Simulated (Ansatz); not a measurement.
## AlCo3C (Pm-3m): phonons and vibrational spectra

Aim: the phonons of AlCo3C (Pm-3m) at a cell relaxed beforehand at this level. After the zone centre comes a 4×4×4 q mesh on a 12×12×12 k mesh.

Method: DFT PBEsol, scalar-relativistic, plane waves, PAW; PAW set soft_1, in Ansatz 0.2.0.

### 1. The starting structure

The structure is cubic, space group Pm-3m (No. 221). The conventional cell has a = 3.678 Å, b = 3.678 Å, c = 3.678 Å, α = 90.00°, β = 90.00°, γ = 90.00°. Al has 12 Co at 2.60 Å nearest. Nearest to Co lie 2 C at 1.84 Å and 4 Al at 2.60 Å and 8 Co at 2.60 Å. Nearest to C lie 6 Co at 1.84 Å. Farther neighbours are not listed.

Structure file:

```cif
data_structure
_symmetry_space_group_name_H-M 'P 1'
_symmetry_Int_Tables_number 1
_cell_length_a 3.6782
_cell_length_b 3.6782
_cell_length_c 3.6782
_cell_angle_alpha 90.000
_cell_angle_beta 90.000
_cell_angle_gamma 90.000
_cell_volume 49.76
loop_
_atom_site_label
_atom_site_type_symbol
_atom_site_fract_x
_atom_site_fract_y
_atom_site_fract_z
_atom_site_occupancy
Al1 Al 0.00000 0.00000 0.00000 1
Co2 Co 0.00000 0.50000 0.50000 1
Co3 Co 0.50000 0.00000 0.50000 1
Co4 Co 0.50000 0.50000 0.00000 1
C5 C 0.50000 0.50000 0.50000 1
```

### 2. Modes at Γ

The cell comes from relaxations at this level that are not shown. The zone centre comes first: it holds the modes that light can see, as far as symmetry allows. No field response is asked, since the mesh shows no gap.

File input.yaml:

```yaml
crystal:
  lattice:
    - [3.6781870481, 0.0, 0.0]
    - [0.0, 3.6781870481, 0.0]
    - [0.0, 0.0, 3.6781870481]
  atoms:
    - { symbol: Al, position: [0.0, 0.0, 0.0] }
    - { symbol: Co, position: [0.0, 0.5, 0.5] }
    - { symbol: Co, position: [0.5, 0.0, 0.5] }
    - { symbol: Co, position: [0.5, 0.5, 0.0] }
    - { symbol: C, position: [0.5, 0.5, 0.5] }
kpoints:
  mp_grid: { grid: [12, 12, 12] }
hamiltonian:
  xc: pbesol
  pseudopotentials: { kind: paw, azcp: { folder: soft_1 }, xc_functional: pbe }
scf:
  occupations: { method: methfessel_paxton, width: 0.2 }
output:
  eigenvalues: true
phonons:
  method: dfpt
```

The run is started by

```sh
> ansatz run input.yaml --threads 4 --pin off --max-ram 10240MiB --backend cpu --events-out ev --progress --plain --runs-dir out
```

Numbers of over 12 decimals in the logs are rounded to 6 here.

Log:

```text
zone centre: on kpoints.mp_grid the ground state, and the responses unless they are solved on pairs of k-points, stand on 343 of the mesh's 1728 k-points, reduced under 8 symmetry operations, with k and −k counted as one. Each operation leaves every solved displacement unchanged or reverses it
Engine: ansatz 0.2.0, aarch64-unknown-linux-gnu
Pseudopotentials: kind: paw
Pseudopotential: Al, paw, valence charge 3, recommended cutoff 420 eV (normal), soft_1/Al.paw.azcp
Pseudopotential: Co, paw, valence charge 17, recommended cutoff 420 eV (normal), soft_1/Co.paw.azcp
Pseudopotential: C, paw, valence charge 4, recommended cutoff 420 eV (normal), soft_1/C.paw.azcp
Functional definition: PBEsol
  exchange = pbesol_x
  correlation = pbesol_c
Crystal: 5 atoms, lattice volume = 49.762 Å³
Basis set: ecut = 420 eV, 949 PW (Γ), exchange–correlation on 50×50×50 points (8 copies of the dense FFT grid, shifted against one another)
Bands: 35, of which v1, the nominal top of the filled ones, is band 29 counted from 1 (28 counted from 0)
Symmetry: 48 space group operations
k-points: 343 of 1728 (irreducible under 8 space group operations)
Non-local potential: Al, projectors of the file, l = 0: 2, l = 1: 2, l = 2: 1
Non-local potential: Co, projectors of the file, l = 0: 3, l = 1: 2, l = 2: 3, l = 3: 1
Non-local potential: C, projectors of the file, l = 0: 2, l = 1: 2, l = 2: 1
PAW form: soft (Blöchl's): semilocal exchange-correlation on the pseudo side does not see the compensation charge
PAW frozen core: Al, regenerated for the run's functional, and the local potential with it (the file was generated under x = pbe(κ = 0.804, μ = 0.219515), c = pbe(β = 0.066725))
PAW frozen core: Co, regenerated for the run's functional, and the local potential with it (the file was generated under x = pbe(κ = 0.804, μ = 0.219515), c = pbe(β = 0.066725))
PAW frozen core: C, regenerated for the run's functional, and the local potential with it (the file was generated under x = pbe(κ = 0.804, μ = 0.219515), c = pbe(β = 0.066725))
PAW one-centre angular grid: Al, 110 points (default); XC on 64 Gauss nodes
PAW one-centre angular grid: Co, 590 points (default); XC on 64 Gauss nodes
PAW one-centre angular grid: C, 110 points (default); XC on 64 Gauss nodes
Initial density: superposition of atomic densities (chi_scale 0.1, normalization cell, long waves kept (reshape's long-wave potential 0.01 eV rms))
Initial wavefunctions: pseudopotential atomic-orbital guess
Functional: x = pbesol(κ = 0.804, μ = 0.123457), c = pbesol(β = 0.046)
SCF iter   1: F=—  HF=-16052.314542 eV  |F-HF|=—  |Δ(HF+E_count)|=         —  Δρ=7.14e-2  dr2=2.52e0  ethr=3.10e-3  ⟨swp⟩=4.4  Hψ=38821  notcnv=0
preconditioner: auto → Kerker (q_TF=auto, 2.799 Å⁻¹)  [metal: Δε(μ)=0.051 eV  Ē_g=6.678 eV  σ=0.200 eV  W_gap=0.21  n_scr=18 (ndim 8)  ℏωp=30.7 eV  f_vac=0.000  D(μ)=1.66/eV (n_scr^D=18)]
SCF iter   2: F=—  HF=-16052.007435 eV  |F-HF|=—  |Δ(HF+E_count)|=   3.07e-1  S|Δr|=    0.00e0  Δρ=3.70e-2  dr2=1.13e0  ethr=3.10e-3  ⟨swp⟩=2.0  Hψ=16252  notcnv=0  defer=102
SCF iter   3: F=—  HF=-16051.700828 eV  |F-HF|=—  |Δ(HF+E_count)|=   3.07e-1  S|Δr|=    0.00e0  Δρ=1.11e-2  dr2=1.41e-1  ethr=1.94e-3  ⟨swp⟩=2.0  Hψ=19076  notcnv=0  defer=102
SCF iter   4: F=—  HF=-16051.665421 eV  |F-HF|=—  |Δ(HF+E_count)|=   3.54e-2  S|Δr|=    0.00e0  Δρ=7.88e-3  dr2=1.98e-2  ethr=2.44e-4  ⟨swp⟩=1.3  Hψ=14958  notcnv=0  defer=96
SCF iter   5: F=—  HF=-16051.661059 eV  |F-HF|=—  |Δ(HF+E_count)|=   4.36e-3  S|Δr|=    0.00e0  Δρ=2.10e-3  dr2=3.29e-3  ethr=3.42e-5  ⟨swp⟩=2.0  Hψ=16674  notcnv=0  defer=96
SCF iter   6: F=—  HF=-16051.659534 eV  |F-HF|=—  |Δ(HF+E_count)|=   1.52e-3  S|Δr|=    0.00e0  Δρ=3.83e-4  dr2=5.87e-5  ethr=5.67e-6  ⟨swp⟩=2.0  Hψ=17298  notcnv=0  defer=96
SCF iter   7: F=—  HF=-16051.659535 eV  |F-HF|=—  |Δ(HF+E_count)|=   1.02e-6  S|Δr|=    0.00e0  Δρ=2.61e-4  dr2=2.50e-5  ethr=1.01e-7  ⟨swp⟩=2.0  Hψ=22009  notcnv=0  defer=96
SCF iter   8: F=—  HF=-16051.659531 eV  |F-HF|=—  |Δ(HF+E_count)|=   4.26e-6  S|Δr|=    0.00e0  Δρ=3.47e-5  dr2=5.96e-7  ethr=4.30e-8  ⟨swp⟩=2.1  Hψ=13728  notcnv=0  defer=96
SCF iter   9: F=—  HF=-16051.659534 eV  |F-HF|=—  |Δ(HF+E_count)|=   2.44e-6  S|Δr|=    0.00e0  Δρ=8.38e-6  dr2=3.49e-8  ethr=1.03e-9  ⟨swp⟩=2.0  Hψ=15657  notcnv=0  defer=96
SCF iter  10: F=—  HF=-16051.659534 eV  |F-HF|=—  |Δ(HF+E_count)|=   8.47e-9  S|Δr|=    0.00e0  Δρ=1.64e-6  dr2=9.59e-10  ethr=6.03e-11  ⟨swp⟩=2.1  Hψ=15165  notcnv=0  defer=96
SCF iter  11: F=—  HF=-16051.659534 eV  |F-HF|=—  |Δ(HF+E_count)|=  2.56e-10  S|Δr|=    0.00e0  Δρ=2.71e-7  dr2=2.47e-11  ethr=1.65e-12  ⟨swp⟩=2.4  Hψ=18605  notcnv=0  defer=96
SCF iter  12: F=-16051.659534 eV  HF=-16051.659534 eV  |F-HF|=1.82e-12  |Δ(HF+E_count)|=  1.82e-12  S|Δr|=    0.00e0  Δρ=6.63e-8  dr2=1.38e-12  ethr=1.00e-12  ⟨swp⟩=7.2  Hψ=57281  notcnv=0
SCF 1 converged in 12 iterations: F = -16051.659534 eV  dr2 = 1.38e-12
  greatest PAW one-centre occupation: 1.001 electrons in one spin orbital (limit 2), on the Co atom at site 3 (counted from 0), in its partial waves of l = 1
DFPT response loops at Γ: preconditioner auto → Kerker (q_TF=auto, 2.799 Å⁻¹) (partly filled bands, converged f_vac=0.002); β = 1.00, the filter's whole step (`scf.mixing.beta` (0.50) is not read by the response loops under this deck's `scf.mixing.preconditioner`; to damp them name `kerker` or `kerker_dos`, under which they read `scf.mixing.beta`, and type it under 1.00, their step now; both keys bind the ground state too); Broyden in place of MSR1
SCF converged after 12 iterations
Stability not checked: this state was not tested for a lower state beside it, because cold or Methfessel-Paxton smearing, or corrected tetrahedra, fill the levels in a way that the test cannot read (fill_not_monotonic; see scf.lower_state_search)
Free energy (F): -16051.659534 eV
Harris-Foulkes:  -16051.659534 eV  (|F-HF|=1.82e-12)
Internal energy: -16051.672359 eV  (E = F + TS)
E sigma→0 (E₀):  -16051.662740 eV
Entropy (-TS):   0.012825 eV (2.565 meV/atom)
Fermi energy:    16.524290 eV
--- Per-component energies (eV) ---
  E_band       = -784.560766
  E_kinetic    = 1000.942146
  E_local      = -9939.129552  (includes V_loc(G=0)·N_el)
  E_nonlocal   = 1352.966683
  E_hartree    = 4471.412149
  E_xc         = -363.977097
  E_vxc        = -448.866900  (∫ρ·V_xc dr)
  E_paw        = -5180.074512  (= ΣΔE_a)
  E_vpaw       = -1693.297369  (= ΣTr[D̂ρ^β])
  E_aug_tail   = -0.000020  (compensation charges beyond the density's cutoff)
  E_ewald      = -7394.417654
  E_core_change = 0.605498  (= ΣΔE_core)
  E_smearing   = 0.012825  (= −TS)
  E_closure    = -0.000000  (closes the sum)
  Σ components = -16051.659534   (vs F -16051.659534, Δ=0.00e0)
--- Band table (eV; the first three rows and the last of 343) ---
  k-point 0: bands = [... 25 lower, 15.3824, 15.3824, 16.3738, 16.3738, 16.3738, 16.6726, 20.0134, 20.0134, ... 2 higher]
  k-point 1: bands = [... 25 lower, 15.3823, 15.3823, 16.3739, 16.4126, 16.4126, 16.6386, 19.7485, 20.0928, ... 2 higher]
  k-point 2: bands = [... 25 lower, 15.3789, 15.3789, 16.3741, 16.5315, 16.5315, 16.5379, 19.5920, 20.3121, ... 2 higher]
  k-point 342: bands = [... 25 lower, 14.4893, 15.8129, 15.8129, 16.4122, 16.4122, 16.4122, 18.5851, 18.5851, ... 2 higher]
--- Phonons (Γ-DFPT): 4 representative perturbations + reference, on 343 of 1728 k-points (Σ response iterations 12) ---
  k mesh reduced under 8 symmetry operations, with k and −k counted as one. Each operation leaves every solved displacement unchanged or reverses it
  ASR residual: 1.769e-5 → 0.000e0 eV/Å²; symmetrization residual: 9.280e-7 eV/Å²
  ASR residual per site (eV/Å²): 8.52e-7 1.21e-5 1.21e-5 1.21e-5 1.77e-5
  Γ frequencies (cm⁻¹): 0.00 0.00 0.00 189.02 189.02 189.02 212.09 212.09 212.09 264.51 264.51 264.51 663.51 663.51 663.51
  non-analytic LO–TO correction: not included (Born effective charges unavailable; polar crystals: no LO–TO splitting at Γ)
```

Elapsed: 74 s, on 4 threads of Arm Neoverse V2, shared host; peak memory 2.2 GiB.

This run has no spin polarisation, although Co can carry a moment.

Numbers from this step:

* volume per atom: 9.952 Å³
* gap on the k-mesh: 0 eV
* sum-rule residual before enforcement: 1.77e-5 eV/Å²
* point group: m-3m
* highest optical mode at the zone centre (no LO-TO term): 663.5 cm⁻¹
* lowest optical zone-centre mode: 189.0 cm⁻¹

Patterns of degenerate modes are one choice out of their space. Modes at Γ, with each element's share of the kinetic energy:

| mode | frequency (cm⁻¹) | symmetry | Al % | Co % | C % |
| --- | --- | --- | --- | --- | --- |
| 1 | 0.0 | acoustic | 13 | 82 | 6 |
| 2 | 0.0 | acoustic | 12 | 82 | 6 |
| 3 | 0.0 | acoustic | 13 | 82 | 6 |
| 4 | 189.0 | T2u | 0 | 100 | 0 |
| 5 | 189.0 | T2u | 0 | 100 | 0 |
| 6 | 189.0 | T2u | 0 | 100 | 0 |
| 7 | 212.1 | T1u | 5 | 80 | 15 |
| 8 | 212.1 | T1u | 5 | 80 | 15 |
| 9 | 212.1 | T1u | 5 | 80 | 15 |
| 10 | 264.5 | T1u | 82 | 18 | 0 |
| 11 | 264.5 | T1u | 82 | 18 | 0 |
| 12 | 264.5 | T1u | 82 | 18 | 0 |
| 13 | 663.5 | T1u | 0 | 21 | 79 |
| 14 | 663.5 | T1u | 0 | 21 | 79 |
| 15 | 663.5 | T1u | 0 | 21 | 79 |

Displacements in mode 4 (189.0 cm⁻¹), the largest set to 1:
```
Al1  0.00  0.00  0.00
Co2  0.00 -0.56 -1.00
Co3  0.09  0.00  1.00
Co4 -0.09  0.56  0.00
C5   0.00  0.00  0.00
```

Displacements in mode 11 (264.5 cm⁻¹), the largest set to 1:
```
Al1 -0.21  0.19  1.00
Co2  0.01 -0.04 -0.22
Co3  0.05 -0.01 -0.22
Co4  0.05 -0.04 -0.03
C5  -0.01  0.01  0.05
```

Before it was imposed, the acoustic sum rule was missed by 1.8e-5 eV/Å². Small misses are needed for a sound result but don't prove that mesh and cutoff are converged. The lowest optical mode is real, 189 cm⁻¹.

(Continued in part 2 of 2.)

[Logs are printed without paths, hosts, clocks, repeated set-up lines and the standing remarks that a program may print on its own settings, such as how far it seeks lower states.]

[Hosts, paths, dates, database ids (printed as entryN), source tags and the programs' standing remarks are cut or masked in the printed files.]
